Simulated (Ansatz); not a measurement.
**A hypothetical structure for SnH**

Starting from a made-up structure for SnH, the aim is the relaxed cell, its shortest contacts and, where a second run follows, its electronic structure.

Calculated with Ansatz 0.2.0; DFT, PBE, plane-wave PAW, files of the set soft_1, scalar-relativistic, no spin, cell and ions relaxed at zero pressure; PAW set soft_1, in the first sound run; inputs show where later runs differ.

## Step 1: The structure

Symmetry: P4_2/mmc, No. 131, tetragonal system. Conventional cell: a = 3.341 Å, b = 3.341 Å, c = 5.220 Å, α = 90.00°, β = 90.00°, γ = 90.00°. Nearest to Sn lie 4 H at 2.12 Å. H has 4 Sn at 2.12 Å nearest. Farther neighbours are not listed.

## Step 2: Relaxation of the guess

The guess takes its coordinates from another compound and its volume from a rule, so the cell and any free coordinates are relaxed together.

Input file input.yaml:

```yaml
crystal:
  lattice:
    - [3.341, 0.0, 0.0]
    - [0.0, 3.341, 0.0]
    - [0.0, 0.0, 5.22]
  atoms:
    - { symbol: Sn, position: [0.5, 0.0, 0.5] }
    - { symbol: Sn, position: [0.0, 0.5, 0.0] }
    - { symbol: H, position: [0.0, 0.0, 0.25] }
    - { symbol: H, position: [0.0, 0.0, 0.75] }
kpoints:
  mp_grid: { grid: [8, 8, 5] }
scf:
  occupations: { method: fermi_dirac, width: 0.05 }
hamiltonian:
  xc: pbe
  pseudopotentials: { kind: paw, azcp: { folder: soft_1 } }
relax:
  f_tol: 0.015
  max_steps: 70
  cell: {}
output:
  forces: true
  stress: true
```

The run is started by

```console
$ ansatz run input.yaml --threads 4 --pin off --max-ram 8192MiB --backend cpu --events-out ev --progress --plain --runs-dir out
```

Numbers of over 12 decimals in the logs are rounded to 6 here.

The log of the run:

```text
Engine: ansatz 0.2.0, x86_64-unknown-linux-gnu
Pseudopotentials: kind: paw
Pseudopotential: Sn, paw, valence charge 14, recommended cutoff 420 eV (normal), soft_1/Sn.paw.azcp
Pseudopotential: H, paw, valence charge 1, recommended cutoff 420 eV (normal), soft_1/H.paw.azcp
Functional definition: PBE
  parameter kappa = 0.804
  parameter beta = 0.066725
  exchange = pbe_x(kappa = kappa, mu = beta*pi^2/3)
  correlation = pbe_c(beta = beta)
Crystal: 4 atoms, lattice volume = 58.267 Å³
Basis set: ecut = 420 eV, 1137 PW (Γ), exchange–correlation on 48×48×72 points (8 copies of the dense FFT grid, shifted against one another)
Bands: 19, of which v1, the nominal top of the filled ones, is band 15 counted from 1 (14 counted from 0)
Symmetry: 16 space group operations
Space group: P42/mmc (ITA 131), of the structure as read, at distance tolerance 3.9e-5 Å
k-points: 45 of 320
Non-local potential: Sn, projectors of the file, l = 0: 2, l = 1: 2, l = 2: 2, l = 3: 1
Non-local potential: H, projectors of the file, l = 0: 2, l = 1: 1
PAW form: soft (Blöchl's): semilocal exchange-correlation on the pseudo side does not see the compensation charge
PAW one-centre angular grid: Sn, 590 points (default); XC on 64 Gauss nodes
PAW one-centre angular grid: H, 110 points (default); XC on 64 Gauss nodes
Initial density: superposition of atomic densities (chi_scale 0.1, normalization cell, long waves kept (reshape's long-wave potential 0.00 eV rms))
Initial wavefunctions: pseudopotential atomic-orbital guess
Functional: x = pbe(κ = 0.804, μ = 0.219515), c = pbe(β = 0.066725)
SCF iter   1: F=—  HF=-12078.570761 eV  |F-HF|=—  |Δ(HF+E_count)|=         —  Δρ=4.31e-2  dr2=1.17e0  ethr=3.10e-3  ⟨swp⟩=6.3  Hψ=4444  notcnv=0
preconditioner: auto → Kerker (q_TF=auto, 2.443 Å⁻¹)  [metal: Δε(μ)=0.070 eV  Ē_g=18.730 eV  σ=0.050 eV  W_gap=0.33  n_scr=16 (ndim 8)  ℏωp=26.6 eV  f_vac=0.000  D(μ)=1.87/eV (n_scr^D=16)]
SCF iter   2: F=—  HF=-12078.278014 eV  |F-HF|=—  |Δ(HF+E_count)|=   2.93e-1  Δρ=2.22e-2  dr2=3.51e-1  ethr=3.10e-3  ⟨swp⟩=2.0  Hψ=1362  notcnv=0  defer=6
SCF iter   3: F=—  HF=-12078.159547 eV  |F-HF|=—  |Δ(HF+E_count)|=   1.18e-1  Δρ=3.66e-3  dr2=4.62e-3  ethr=1.17e-3  ⟨swp⟩=2.4  Hψ=1243  notcnv=0  defer=6
SCF iter   4: F=—  HF=-12078.161674 eV  |F-HF|=—  |Δ(HF+E_count)|=   2.13e-3  Δρ=6.73e-4  dr2=2.49e-4  ethr=1.54e-5  ⟨swp⟩=2.1  Hψ=1312  notcnv=0  defer=6
SCF iter   5: F=—  HF=-12078.161835 eV  |F-HF|=—  |Δ(HF+E_count)|=   1.61e-4  Δρ=1.84e-4  dr2=2.68e-5  ethr=8.30e-7  ⟨swp⟩=2.0  Hψ=984  notcnv=0  defer=6
SCF iter   6: F=—  HF=-12078.161842 eV  |F-HF|=—  |Δ(HF+E_count)|=   6.87e-6  Δρ=3.45e-5  dr2=6.20e-7  ethr=8.92e-8  ⟨swp⟩=2.0  Hψ=1076  notcnv=0  defer=6
SCF iter   7: F=-12078.161842 eV  HF=-12078.161842 eV  |F-HF|=9.67e-9  |Δ(HF+E_count)|=   2.41e-7  Δρ=5.28e-6  dr2=1.24e-8  ethr=3.33e-10  ⟨swp⟩=4.9  Hψ=3073  notcnv=0
SCF 1 converged in 7 iterations: F = -12078.161842 eV  dr2 = 1.24e-8
  greatest PAW one-centre occupation: 0.992 electrons in one spin orbital (limit 2), on the Sn atom at site 1 (counted from 0), in its partial waves of l = 2
relax step   1: F+E_penalty+E_count = -12078.16184228 eV  Δ(F+E_penalty+E_count) = +0.000e0 eV  max|allowed force component| = 6.505e-18 eV/Å  Δτ_max = 0.0000 Å  P = +11.230 GPa  Ω = 58.267 Å³  (7 SCF iters, dr2 threshold 1.00e-7 eV, accepted)
Crystal: 4 atoms, lattice volume = 65.244 Å³
Basis set: ecut = 420 eV, 1271 PW (Γ), exchange–correlation on 48×48×72 points (8 copies of the dense FFT grid, shifted against one another)
Initial density: handed on by an earlier stage of this run
Initial wavefunctions: those handed on with the density
iter 1 solved again at ethr=4.91e-5 eV; its pass at ethr=3.10e-3 eV (dr2=1.47e-2 eV) is discarded
SCF iter   1: F=—  HF=-12078.483513 eV  |F-HF|=—  |Δ(HF+E_count)|=         —  Δρ=4.49e-3  dr2=1.48e-2  ethr=4.91e-5  ⟨swp⟩=1.3  Hψ=6041  notcnv=0
preconditioner: auto → Kerker (q_TF=auto, 2.397 Å⁻¹)  [metal: Δε(μ)=0.052 eV  Ē_g=18.848 eV  σ=0.050 eV  W_gap=0.24  n_scr=16 (ndim 8)  ℏωp=25.2 eV  f_vac=0.000  D(μ)=1.30/eV (n_scr^D=6)]
SCF iter   2: F=—  HF=-12078.480114 eV  |F-HF|=—  |Δ(HF+E_count)|=   3.40e-3  Δρ=2.30e-3  dr2=4.39e-3  ethr=4.91e-5  ⟨swp⟩=1.3  Hψ=870  notcnv=0
SCF iter   3: F=—  HF=-12078.479032 eV  |F-HF|=—  |Δ(HF+E_count)|=   1.08e-3  Δρ=4.54e-4  dr2=1.16e-4  ethr=1.46e-5  ⟨swp⟩=2.0  Hψ=1064  notcnv=0
SCF iter   4: F=—  HF=-12078.479069 eV  |F-HF|=—  |Δ(HF+E_count)|=   3.68e-5  Δρ=1.41e-4  dr2=1.79e-5  ethr=3.86e-7  ⟨swp⟩=2.8  Hψ=1532  notcnv=0
SCF iter   5: F=—  HF=-12078.479077 eV  |F-HF|=—  |Δ(HF+E_count)|=   8.21e-6  Δρ=4.70e-5  dr2=1.94e-6  ethr=5.97e-8  ⟨swp⟩=2.9  Hψ=1563  notcnv=0
SCF iter   6: F=-12078.479078 eV  HF=-12078.479078 eV  |F-HF|=2.19e-8  |Δ(HF+E_count)|=   6.75e-7  Δρ=8.62e-6  dr2=5.95e-8  ethr=1.33e-9  ⟨swp⟩=4.9  Hψ=3034  notcnv=0
SCF 2 converged in 6 iterations: F = -12078.479078 eV  dr2 = 5.95e-8
relax step   2: F+E_penalty+E_count = -12078.47907767 eV  Δ(F+E_penalty+E_count) = -3.172e-1 eV  max|allowed force component| = 3.036e-17 eV/Å  Δτ_max = 0.0000 Å  P = +3.623 GPa  Ω = 65.244 Å³  energy of the carried Pulay correction = -2.570e-3 eV  (6 SCF iters, dr2 threshold 4.00e-7 eV, accepted)
Crystal: 4 atoms, lattice volume = 68.744 Å³
Basis set: ecut = 420 eV, 1335 PW (Γ), exchange–correlation on 48×48×72 points (8 copies of the dense FFT grid, shifted against one another)
iter 1 solved again at ethr=1.84e-5 eV; its pass at ethr=3.10e-3 eV (dr2=5.52e-3 eV) is discarded
SCF iter   1: F=—  HF=-12078.552036 eV  |F-HF|=—  |Δ(HF+E_count)|=         —  Δρ=2.69e-3  dr2=6.02e-3  ethr=1.84e-5  ⟨swp⟩=2.3  Hψ=5918  notcnv=0
preconditioner: auto → Kerker (q_TF=auto, 2.376 Å⁻¹)  [metal: Δε(μ)=0.031 eV  Ē_g=18.689 eV  σ=0.050 eV  W_gap=0.15  n_scr=16 (ndim 8)  ℏωp=24.5 eV  f_vac=0.000  D(μ)=1.15/eV (n_scr^D=2)]
SCF iter   2: F=—  HF=-12078.550731 eV  |F-HF|=—  |Δ(HF+E_count)|=   1.31e-3  Δρ=1.37e-3  dr2=1.86e-3  ethr=1.84e-5  ⟨swp⟩=1.6  Hψ=885  notcnv=0
SCF iter   3: F=—  HF=-12078.550194 eV  |F-HF|=—  |Δ(HF+E_count)|=   5.37e-4  Δρ=2.70e-4  dr2=6.89e-5  ethr=6.19e-6  ⟨swp⟩=2.0  Hψ=1025  notcnv=0
SCF iter   4: F=—  HF=-12078.550192 eV  |F-HF|=—  |Δ(HF+E_count)|=   2.34e-6  Δρ=9.63e-5  dr2=8.06e-6  ethr=2.30e-7  ⟨swp⟩=3.0  Hψ=1536  notcnv=0
SCF iter   5: F=—  HF=-12078.550193 eV  |F-HF|=—  |Δ(HF+E_count)|=   7.52e-7  Δρ=3.33e-5  dr2=1.13e-6  ethr=2.69e-8  ⟨swp⟩=2.3  Hψ=1489  notcnv=0
SCF iter   6: F=-12078.550193 eV  HF=-12078.550193 eV  |F-HF|=1.25e-8  |Δ(HF+E_count)|=   4.59e-7  Δρ=1.15e-5  dr2=6.39e-8  ethr=1.33e-9  ⟨swp⟩=5.0  Hψ=3230  notcnv=0
SCF 3 converged in 6 iterations: F = -12078.550193 eV  dr2 = 6.39e-8
  greatest PAW one-centre occupation: 0.992 electrons in one spin orbital (limit 2), on the Sn atom at site 0 (counted from 0), in its partial waves of l = 2
relax step   3: F+E_penalty+E_count = -12078.55019325 eV  Δ(F+E_penalty+E_count) = -7.112e-2 eV  max|allowed force component| = 1.388e-17 eV/Å  Δτ_max = 0.0000 Å  P = +0.686 GPa  Ω = 68.744 Å³  energy of the carried Pulay correction = -3.742e-3 eV  (6 SCF iters, dr2 threshold 4.00e-7 eV, accepted)
Crystal: 4 atoms, lattice volume = 69.581 Å³
Basis set: ecut = 420 eV, 1359 PW (Γ), exchange–correlation on 48×48×72 points (8 copies of the dense FFT grid, shifted against one another)
iter 1 solved again at ethr=2.92e-6 eV; its pass at ethr=3.10e-3 eV (dr2=8.76e-4 eV) is discarded
SCF iter   1: F=—  HF=-12078.564148 eV  |F-HF|=—  |Δ(HF+E_count)|=         —  Δρ=1.06e-3  dr2=9.84e-4  ethr=2.92e-6  ⟨swp⟩=2.0  Hψ=5962  notcnv=0
preconditioner: auto → Kerker (q_TF=auto, 2.371 Å⁻¹)  [metal: Δε(μ)=0.099 eV  Ē_g=18.660 eV  σ=0.050 eV  W_gap=0.45  n_scr=16 (ndim 8)  ℏωp=24.4 eV  f_vac=0.000  D(μ)=0.96/eV (n_scr^D=2)]
SCF iter   2: F=—  HF=-12078.563990 eV  |F-HF|=—  |Δ(HF+E_count)|=   1.58e-4  Δρ=6.10e-4  dr2=3.76e-4  ethr=2.92e-6  ⟨swp⟩=1.0  Hψ=857  notcnv=0
SCF iter   3: F=—  HF=-12078.563881 eV  |F-HF|=—  |Δ(HF+E_count)|=   1.09e-4  Δρ=1.20e-4  dr2=1.46e-5  ethr=1.25e-6  ⟨swp⟩=2.0  Hψ=1028  notcnv=0
SCF iter   4: F=—  HF=-12078.563882 eV  |F-HF|=—  |Δ(HF+E_count)|=   1.27e-6  Δρ=3.03e-5  dr2=7.03e-7  ethr=4.88e-8  ⟨swp⟩=2.0  Hψ=1061  notcnv=0
SCF iter   5: F=-12078.563883 eV  HF=-12078.563883 eV  |F-HF|=4.64e-9  |Δ(HF+E_count)|=   3.73e-7  Δρ=1.12e-5  dr2=1.15e-7  ethr=1.33e-9  ⟨swp⟩=4.7  Hψ=3008  notcnv=0
SCF 4 converged in 5 iterations: F = -12078.563883 eV  dr2 = 1.15e-7
relax step   4: F+E_penalty+E_count = -12078.56388261 eV  Δ(F+E_penalty+E_count) = -1.369e-2 eV  max|allowed force component| = 5.638e-18 eV/Å  Δτ_max = 0.0000 Å  P = -0.036 GPa  Ω = 69.581 Å³  energy of the carried Pulay correction = -4.004e-3 eV  (5 SCF iters, dr2 threshold 4.00e-7 eV, accepted)
Crystal: 4 atoms, lattice volume = 69.217 Å³
Basis set: ecut = 420 eV, 1353 PW (Γ), exchange–correlation on 48×48×72 points (8 copies of the dense FFT grid, shifted against one another)
iter 1 solved again at ethr=1.41e-6 eV; its pass at ethr=3.10e-3 eV (dr2=4.24e-4 eV) is discarded
SCF iter   1: F=—  HF=-12078.565585 eV  |F-HF|=—  |Δ(HF+E_count)|=         —  Δρ=6.58e-4  dr2=3.55e-4  ethr=1.41e-6  ⟨swp⟩=2.5  Hψ=5868  notcnv=0
preconditioner: auto → Kerker (q_TF=auto, 2.373 Å⁻¹)  [metal: Δε(μ)=0.094 eV  Ē_g=18.690 eV  σ=0.050 eV  W_gap=0.44  n_scr=16 (ndim 8)  ℏωp=24.4 eV  f_vac=0.000  D(μ)=1.08/eV (n_scr^D=2)]
SCF iter   2: F=—  HF=-12078.565537 eV  |F-HF|=—  |Δ(HF+E_count)|=   4.84e-5  Δρ=4.14e-4  dr2=1.55e-4  ethr=1.18e-6  ⟨swp⟩=1.0  Hψ=855  notcnv=0
SCF iter   3: F=—  HF=-12078.565517 eV  |F-HF|=—  |Δ(HF+E_count)|=   2.01e-5  Δρ=7.35e-5  dr2=5.19e-6  ethr=5.16e-7  ⟨swp⟩=2.0  Hψ=1024  notcnv=0
SCF iter   4: F=—  HF=-12078.565517 eV  |F-HF|=—  |Δ(HF+E_count)|=   6.23e-7  Δρ=2.50e-5  dr2=5.74e-7  ethr=1.73e-8  ⟨swp⟩=2.6  Hψ=1490  notcnv=0
SCF iter   5: F=-12078.565518 eV  HF=-12078.565518 eV  |F-HF|=3.52e-8  |Δ(HF+E_count)|=   2.33e-7  Δρ=7.43e-6  dr2=4.92e-8  ethr=1.21e-9  ⟨swp⟩=4.2  Hψ=2651  notcnv=0
SCF 5 converged in 5 iterations: F = -12078.565518 eV  dr2 = 4.92e-8
relax step   5: F+E_penalty+E_count = -12078.56551763 eV  Δ(F+E_penalty+E_count) = -1.635e-3 eV  max|allowed force component| = 3.469e-18 eV/Å  Δτ_max = 0.0000 Å  P = -0.025 GPa  Ω = 69.217 Å³  energy of the carried Pulay correction = -3.876e-3 eV  (5 SCF iters, dr2 threshold 3.64e-7 eV, accepted)
Crystal: 4 atoms, lattice volume = 69.259 Å³
iter 1 solved again at ethr=6.00e-8 eV; its pass at ethr=3.10e-3 eV (dr2=1.80e-5 eV) is discarded
SCF iter   1: F=—  HF=-12078.565833 eV  |F-HF|=—  |Δ(HF+E_count)|=         —  Δρ=1.99e-4  dr2=3.06e-5  ethr=6.00e-8  ⟨swp⟩=3.1  Hψ=5716  notcnv=0
preconditioner: auto → none  [insulator: Δε(μ)=0.124 eV  Ē_g=18.688 eV  σ=0.050 eV  W_gap=0.55  n_scr=16 (ndim 8)  ℏωp=24.4 eV  f_vac=0.000  D(μ)=1.02/eV (n_scr^D=2)  ε∞_Penn≈2.7]
SCF iter   2: F=—  HF=-12078.565812 eV  |F-HF|=—  |Δ(HF+E_count)|=   2.08e-5  Δρ=7.10e-5  dr2=3.48e-6  ethr=6.00e-8  ⟨swp⟩=2.1  Hψ=1045  notcnv=0
SCF iter   3: F=—  HF=-12078.565813 eV  |F-HF|=—  |Δ(HF+E_count)|=   4.11e-7  Δρ=1.59e-5  dr2=1.21e-7  ethr=1.16e-8  ⟨swp⟩=2.0  Hψ=1058  notcnv=0
SCF iter   4: F=-12078.565813 eV  HF=-12078.565813 eV  |F-HF|=3.67e-9  |Δ(HF+E_count)|=   8.96e-8  Δρ=2.88e-6  dr2=4.92e-9  ethr=3.46e-10  ⟨swp⟩=4.3  Hψ=2641  notcnv=0
SCF 6 converged in 4 iterations: F = -12078.565813 eV  dr2 = 4.92e-9
relax step   6: F+E_penalty+E_count = -12078.56581293 eV  Δ(F+E_penalty+E_count) = -2.953e-4 eV  max|allowed force component| = 2.168e-17 eV/Å  Δτ_max = 0.0000 Å  P = +0.005 GPa  Ω = 69.259 Å³  energy of the carried Pulay correction = -3.892e-3 eV  (4 SCF iters, dr2 threshold 1.04e-7 eV, accepted)
Basis set: ecut = 420 eV, 1359 PW (Γ), exchange–correlation on 48×48×80 points (8 copies of the dense FFT grid, shifted against one another)
Initial wavefunctions: pseudopotential atomic-orbital guess (no wavefunctions were taken with the density)
iter 1 solved again at ethr=1.28e-7 eV; its pass at ethr=3.10e-3 eV (dr2=3.84e-5 eV) is discarded
SCF iter   1: F=—  HF=-12078.571119 eV  |F-HF|=—  |Δ(HF+E_count)|=         —  Δρ=7.19e-4  dr2=2.08e-5  ethr=1.28e-7  ⟨swp⟩=3.8  Hψ=7010  notcnv=0
preconditioner: auto → none  [insulator: Δε(μ)=0.123 eV  Ē_g=18.687 eV  σ=0.050 eV  W_gap=0.54  n_scr=16 (ndim 8)  ℏωp=24.4 eV  f_vac=0.000  D(μ)=1.02/eV (n_scr^D=2)  ε∞_Penn≈2.7]
SCF iter   2: F=—  HF=-12078.572477 eV  |F-HF|=—  |Δ(HF+E_count)|=   1.36e-3  Δρ=3.58e-4  dr2=4.50e-6  ethr=6.95e-8  ⟨swp⟩=2.0  Hψ=1065  notcnv=0
SCF iter   3: F=—  HF=-12078.572926 eV  |F-HF|=—  |Δ(HF+E_count)|=   4.49e-4  Δρ=4.39e-5  dr2=1.79e-7  ethr=1.50e-8  ⟨swp⟩=2.0  Hψ=1078  notcnv=0
SCF iter   4: F=—  HF=-12078.572928 eV  |F-HF|=—  |Δ(HF+E_count)|=   1.93e-6  Δρ=3.00e-6  dr2=1.68e-9  ethr=5.96e-10  ⟨swp⟩=2.0  Hψ=1529  notcnv=0
SCF iter   5: F=—  HF=-12078.572928 eV  |F-HF|=—  |Δ(HF+E_count)|=   7.14e-9  Δρ=8.86e-7  dr2=9.49e-11  ethr=5.61e-12  ⟨swp⟩=2.0  Hψ=1541  notcnv=0
SCF iter   6: F=-12078.572928 eV  HF=-12078.572928 eV  |F-HF|=1.26e-10  |Δ(HF+E_count)|=   2.14e-9  Δρ=1.94e-7  dr2=2.92e-12  ethr=1.00e-12  ⟨swp⟩=4.8  Hψ=2721  notcnv=0
SCF 7 converged in 6 iterations: F = -12078.572928 eV  dr2 = 2.92e-12
relax step   7: F+E_penalty+E_count = -12078.57292753 eV  Δ(F+E_penalty+E_count) = -7.115e-3 eV  max|allowed force component| = 2.168e-17 eV/Å  Δτ_max = 0.0000 Å  P = +0.079 GPa  Ω = 69.259 Å³  stress off target by 1.55e-1 GPa  SCF on the basis re-selected at this cell (its energy is not comparable with the rows above)  (6 SCF iters)
basis re-selected at this cell: Δ(F+E_penalty+E_count) = -7.115e-3 eV, ΔP = +0.073 GPa vs the last step (what re-selecting the basis moved, of the pressure what is left beyond the Pulay correction that the steps carried, after the strain that the cell walked since its last selection, with what the two solves' SCF thresholds leave and, on support functions, any second-order correction that the steps lacked; it is no measure of the basis error at this ecutwfc). The dense FFT grid was sized anew with the basis: this SCF ran on 24×24×40 points, the steps before it on 24×24×36, so part of this shift can come from that change (see relax.cell in the input reference). [rest of the remark cut]
Crystal: 4 atoms, lattice volume = 69.325 Å³
iter 1 solved again at ethr=2.38e-8 eV; its pass at ethr=3.10e-3 eV (dr2=7.15e-6 eV) is discarded
SCF iter   1: F=—  HF=-12078.573002 eV  |F-HF|=—  |Δ(HF+E_count)|=         —  Δρ=1.11e-4  dr2=9.37e-6  ethr=2.38e-8  ⟨swp⟩=3.0  Hψ=5289  notcnv=0
preconditioner: auto → none  [insulator: Δε(μ)=0.112 eV  Ē_g=18.686 eV  σ=0.050 eV  W_gap=0.51  n_scr=16 (ndim 8)  ℏωp=24.4 eV  f_vac=0.000  D(μ)=1.04/eV (n_scr^D=2)  ε∞_Penn≈2.7]
SCF iter   2: F=—  HF=-12078.572982 eV  |F-HF|=—  |Δ(HF+E_count)|=   2.00e-5  Δρ=2.96e-5  dr2=6.40e-7  ethr=2.38e-8  ⟨swp⟩=2.0  Hψ=1049  notcnv=0
SCF iter   3: F=-12078.572982 eV  HF=-12078.572982 eV  |F-HF|=1.95e-8  |Δ(HF+E_count)|=   2.65e-8  Δρ=9.02e-6  dr2=4.62e-8  ethr=2.00e-10  ⟨swp⟩=5.0  Hψ=3043  notcnv=0
SCF 8 converged in 3 iterations: F = -12078.572982 eV  dr2 = 4.62e-8
relax step   8: F+E_penalty+E_count = -12078.57298208 eV  Δ(F+E_penalty+E_count) = -5.454e-5 eV  max|allowed force component| = 6.939e-18 eV/Å  Δτ_max = 0.0000 Å  P = +0.017 GPa  Ω = 69.325 Å³  energy of the carried Pulay correction = -1.893e-5 eV  (3 SCF iters, dr2 threshold 6.01e-8 eV, accepted)
iter 1 solved again at ethr=9.59e-8 eV; its pass at ethr=3.10e-3 eV (dr2=2.88e-5 eV) is discarded
SCF iter   1: F=—  HF=-12078.573008 eV  |F-HF|=—  |Δ(HF+E_count)|=         —  Δρ=9.45e-6  dr2=4.58e-8  ethr=9.59e-8  ⟨swp⟩=4.2  Hψ=7234  notcnv=0
SCF iter   2: F=—  HF=-12078.572993 eV  |F-HF|=—  |Δ(HF+E_count)|=   1.54e-5  Δρ=4.72e-6  dr2=1.14e-8  ethr=1.53e-10  ⟨swp⟩=2.2  Hψ=1476  notcnv=0
SCF iter   3: F=—  HF=-12078.572993 eV  |F-HF|=—  |Δ(HF+E_count)|=   9.08e-9  Δρ=4.67e-7  dr2=1.49e-10  ethr=3.81e-11  ⟨swp⟩=2.0  Hψ=1069  notcnv=0
SCF iter   4: F=-12078.572993 eV  HF=-12078.572993 eV  |F-HF|=3.64e-12  |Δ(HF+E_count)|=  2.00e-11  Δρ=1.18e-7  dr2=5.27e-12  ethr=1.00e-12  ⟨swp⟩=5.1  Hψ=3283  notcnv=0
SCF 9 converged in 4 iterations: F = -12078.572993 eV  dr2 = 5.27e-12
relax step   9: F+E_penalty+E_count = -12078.57299290 eV  Δ(F+E_penalty+E_count) = -1.082e-5 eV  max|allowed force component| = 6.939e-18 eV/Å  Δτ_max = 0.0000 Å  P = +0.017 GPa  Ω = 69.325 Å³  stress off target by 2.30e-2 GPa  SCF on the basis re-selected at this cell (its energy is not comparable with the rows above)  (4 SCF iters)
basis re-selected at this cell: Δ(F+E_penalty+E_count) = -1.082e-5 eV, ΔP = -0.000 GPa vs the last step (what re-selecting the basis moved, of the pressure what is left beyond the Pulay correction that the steps carried, after the strain that the cell walked since its last selection, with what the two solves' SCF thresholds leave and, on support functions, any second-order correction that the steps lacked; it is no m [...]
SCF converged after 4 iterations
Free energy (F): -12078.572993 eV
Harris-Foulkes:  -12078.572993 eV  (|F-HF|=3.64e-12)
Internal energy: -12078.563867 eV  (E = F + TS)
E sigma→0 (E₀):  -12078.568430 eV
Entropy (-TS):   -0.009126 eV (-2.282 meV/atom)
Fermi energy:    8.580659 eV
--- Per-component energies (eV) ---
  E_band       = -225.848080
  E_kinetic    = 357.559788
  E_local      = -2246.849094  (includes V_loc(G=0)·N_el)
  E_nonlocal   = 290.945781
  E_hartree    = 1099.331026
  E_xc         = -268.171604
  E_vxc        = -181.462070  (∫ρ·V_xc dr)
  E_paw        = -8737.563333  (= ΣΔE_a)
  E_vpaw       = -644.703452  (= ΣTr[D̂ρ^β])
  E_aug_tail   = -0.001133  (compensation charges beyond the density's cutoff)
  E_ewald      = -2573.815298
  E_smearing   = -0.009126  (= −TS)
  E_closure    = 0.000000  (closes the sum)
  Σ components = -12078.572993   (vs F -12078.572993, Δ=0.00e0)
--- Forces (eV/Å), atoms counted from 1 ---
  atom   1  Sn     0.00000000     0.00000000     0.00000000
  atom   2  Sn    -0.00000000    -0.00000000     0.00000000
  atom   3  H      0.00000000    -0.00000000     0.00000000
  atom   4  H     -0.00000000     0.00000000    -0.00000000
  max |Σ_I F_I| component: 3.06e-30 eV/Å
--- Stress (GPa, compression-positive) ---
        0.013648       0.000000       0.000000
        0.000000       0.013648      -0.000000
        0.000000      -0.000000       0.022958
  P = ⅓ Tr σ = 0.0168 GPa (0.168 kbar)
--- Relaxed structure (7 steps of the walk, 7 accepted, 2 SCFs on fresh bases) ---
  F+E_penalty+E_count = -12078.57299290 eV   max|allowed force component| = 6.939e-18 eV/Å   (the final SCF, on the basis selected at the relaxed cell)
  cell:  # Å, volume = 69.3252 Å³
    - [3.405219, 0, 0]
    - [0, 3.405219, 0]
    - [0, 0, 5.978622]
  atoms:
    - { symbol: Sn, position: [0.5, 0, 0.500000] }
    - { symbol: Sn, position: [0, 0.5, 0] }
    - { symbol: H, position: [0, 0, 0.250000] }
    - { symbol: H, position: [0, 0, 0.750000] }
```

Elapsed: 4.5 s, on 4 threads of Intel Xeon 6975P-C (Granite Rapids), shared host; peak memory 0.45 GiB.

The steps of the relaxation:

| step | energy less that of the first step (eV) | largest force component (eV/Å) | pressure (GPa) | volume (Å³) |
| --- | --- | --- | --- | --- |
| 1 | 0.0000 | 0.0000 | 11.23 | 58.27 |
| 2 | -0.3172 | 0.0000 | 3.62 | 65.24 |
| 3 | -0.3884 | 0.0000 | 0.69 | 68.74 |
| 4 | -0.4020 | 0.0000 | -0.04 | 69.58 |
| 5 | -0.4037 | 0.0000 | -0.03 | 69.22 |
| 6 | -0.4040 | 0.0000 | 0.01 | 69.26 |
| 7* | -0.4111 | 0.0000 | 0.08 | 69.26 |
| 8 | -0.4111 | 0.0000 | 0.02 | 69.33 |
| 9* | -0.4112 | 0.0000 | 0.02 | 69.33 |

Relaxation steps marked * repeat the geometry before them on a plane-wave basis chosen anew for their cell, so energy and pressure can jump there.

The run keeps the 16 symmetry operations that it works with, so distortions that break them were not tested.

| cell as run | before | after | change |
| --- | --- | --- | --- |
| a (Å) | 3.341 | 3.405 | +1.9 % |
| b (Å) | 3.341 | 3.405 | +1.9 % |
| c (Å) | 5.220 | 5.979 | +14.5 % |
| volume (Å³/atom) | 14.57 | 17.33 | +19.0 % |

Numbers from this step:

| Property | Result |
| --- | --- |
| free energy | -12078.5730 eV |
| energy at zero smearing | -12078.5684 eV |
| smearing term TS | 0.009126 eV |
| Fermi energy | 8.581 eV |
| electrons | 30 |
| symmetry operations | 16 |
| pressure | 0.01675 GPa |

Shortest distances by pair of elements, guess and relaxed (not always the same contact):

| pair | guess (Å) | relaxed (Å) |
| --- | --- | --- |
| H–Sn | 2.120 | 2.266 |
| H–H | 2.610 | 2.989 |
| Sn–Sn | 3.341 | 3.405 |

The relaxation ends with a pressure of 0.02 GPa.

[end of part 1 of 2]

[Logs are printed without paths, hosts, clocks, repeated set-up lines and the standing remarks that a program may print on its own settings, such as how far it seeks lower states.]

[Hosts, paths, dates, database ids (printed as entryN), source tags and the programs' standing remarks are cut or masked in the printed files.]
